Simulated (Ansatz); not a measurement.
The compound is RuF2 (1T sheet).

The cell holds 3 atoms: 1 Ru and 2 F. Cell: a = 3.179 Å, b = 3.179 Å, c = 28.981 Å, α = 90.0°, β = 90.0°, γ = 120.0°. Vacuum lies along c.

```
Ru F
1.0
     0.00000    2.24805    2.24805
     2.24805   -2.24805    0.00000
    16.73236   16.73236  -16.73236
Ru F
1 2
Direct
  0.00000 0.00000 0.32074
  0.33333 0.66667 0.35329
  0.66667 0.33333 0.28818
```

The structure was relaxed with LDA. The structure was generated from a model, not taken from a measurement. The runs that relaxed it are not among those shown. The program's search for lower electronic states was switched off, so nothing shows that the state found is the lowest. PAW set soft_2, made with PBE.

A constrained-RPA run (Ansatz 0.2.0; non-magnetic LDA; Ru eg, bands c1 to c2, 6×6×1 mesh, medium accuracy) builds 2 functions on bands 0.99 eV wide, with 0.0 electrons in the window. The bare on-site interaction is 13.9 eV and the bare J 0.65 eV.

Estimate U, U′ and J.

On the Ru eg shell, U = 4.32 eV (31 % of the bare value), U′ = 3.49 eV, J = 0.42 eV.

The parent state is non-magnetic and the interaction static (zero frequency); U depends on the window and the orbitals, so it belongs to this model alone.

[Paths, hosts, dates, memory and timing lines, banners, echoed tables and standing remarks are left out of the program output.]

[Logs are printed without paths, hosts, clocks, repeated set-up lines and the standing remarks that a program may print on its own settings, such as how far it seeks lower states.]

[Runs of the session that timed out or met a known fault of the program may be left out.]

[Hosts, paths, dates, database ids (printed as entryN), source tags and the programs' standing remarks are cut or masked in the printed files.]
